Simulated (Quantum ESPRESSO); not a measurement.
# Carrying a functional's shift from two faces of Pb to a third

Method. Quantum ESPRESSO 7.5 (pw.x, pp.x), GBRV ultrasoft files, cold smearing of 0.02 Ry; slabs at the tabulated lattice constant, relaxed under PBE by Ansatz 0.2.0; both functionals on the same atoms. Work functions in eV.

```
 face  area an atom (Å²)    PBE       LDA
(111)              10.61  3.743     4.068
(100)              12.25  3.752     4.075
(110)              17.33  3.710  withheld
```

One more run was made and is withheld. What does LDA give for (110)?

**Fit.** The shifts from PBE are 4.068 − 3.743 = +0.325 eV and 4.075 − 3.752 = +0.323 eV, +0.324 eV in the mean. A rigid shift gives 3.710 + (+0.324) = 4.034 eV.

**Check.** 4.017 eV; the estimate misses by +0.017 eV. The shift is rigid within 0.03 eV, which is also the size of the differences between these faces.

Caveats: Thin, unreconstructed slabs; thickness and mesh leave some 0.05 to 0.1 eV open, which largely cancels in the shift.

[Logs are printed without paths, hosts, clocks, repeated set-up lines and the standing remarks that a program may print on its own settings, such as how far it seeks lower states.]
